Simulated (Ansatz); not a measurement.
Consider TiBr2 (1T sheet).

The cell holds 3 atoms: 1 Ti and 2 Br. Its edges and angles: a = 3.371 Å, b = 3.371 Å, c = 30.018 Å, α = 90.0°, β = 90.0°, γ = 120.0°. Vacuum lies along c.

```
Ti Br
1.0
     2.38385    0.00000   -2.38385
    -2.38385    2.38385    0.00000
    17.33065   17.33065   17.33065
Ti Br
1 2
Direct
  0.00000 0.00000 0.31829
  0.33333 0.66667 0.37399
  0.66667 0.33333 0.26260
```

The structure was relaxed with LDA. The structure was generated from a model, not taken from a measurement. The runs that relaxed it are not among those shown. The program's search for lower electronic states was switched off, so nothing shows that the state found is the lowest. PAW set soft_2, made with PBE.

A constrained-RPA run (Ansatz 0.2.0; non-magnetic LDA; Ti d + anion p, bands v7 to c4, 6×6×1 mesh, medium accuracy) builds 11 functions on bands 10 eV wide, with 14.0 electrons in the window. The bare on-site interaction is 15.7 eV and the bare J 0.52 eV.

Question: Estimate U, U′ and J.

On the Ti d shell, U = 7.56 eV (48 % of the bare value), U′ = 6.69 eV, J = 0.42 eV.

The parent state is non-magnetic and the interaction static (zero frequency); U depends on the window and the orbitals, so it belongs to this model alone. A window that holds the anion p bands defines a model with explicit ligands; its U belongs to that model and is not the U of DFT+U.

[Paths, hosts, dates, memory and timing lines, banners, echoed tables and standing remarks are left out of the program output.]

[Logs are printed without paths, hosts, clocks, repeated set-up lines and the standing remarks that a program may print on its own settings, such as how far it seeks lower states.]

[Runs of the session that timed out or met a known fault of the program may be left out.]

[Hosts, paths, dates, database ids (printed as entryN), source tags and the programs' standing remarks are cut or masked in the printed files.]
